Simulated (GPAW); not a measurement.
# Polarising 1T-CrSTe monolayer with a field along the normal

The dipole of the cell at several fields, atoms fixed. What does the strongest field give, and what length does the slope stand for?

How it was computed: GPAW 26.7.0, plane waves (400 eV), PAW setups, PBE, 9×9 mesh, a dipole layer in the vacuum; geometry relaxed without an applied field with GPAW. The cell's area is 10.41 Å², and e/ε0 = 180.95 V Å.

What came out, but for one run:

| field (V/Å) | dipole (e Å) |
| --- | --- |
| −0.2 | −0.1126 |
| −0.1 | −0.0813 |
| −0.05 | −0.0657 |
| 0.05 | −0.0343 |
| 0.1 | −0.0186 |
| 0.2 | 0.0128 |
| 0.3 | ? |

**Question.** What is the dipole at 0.3 V/Å?

A: A line through the 6 points has the slope α = 0.314 e Å per V/Å and the intercept p₀ = −0.0500 e Å (r.m.s. residual 4.3e−05). At 0.3 V/Å it gives p = −0.0500 + 0.314 × 0.3 = 0.0441 e Å; the run gives 0.0442 e Å, so the response stays linear to 0.1 % of the induced part. Dividing by ε0 and the area: α/(ε0 A) = 0.314 × 180.95 / 10.41 = 5.45 Å, against 3.09 Å between the outer nuclei.

**Limits.** This is the electronic response alone; ions that move would add to it in polar layers. Spin-polarised runs started from parallel moments; another order may lie lower. Spin-orbit coupling is left out, which matters for the heavier atoms here. Layers with unlike faces were relaxed with their cell in a fully periodic cell without the dipole layer, so their atoms felt a small spurious field.
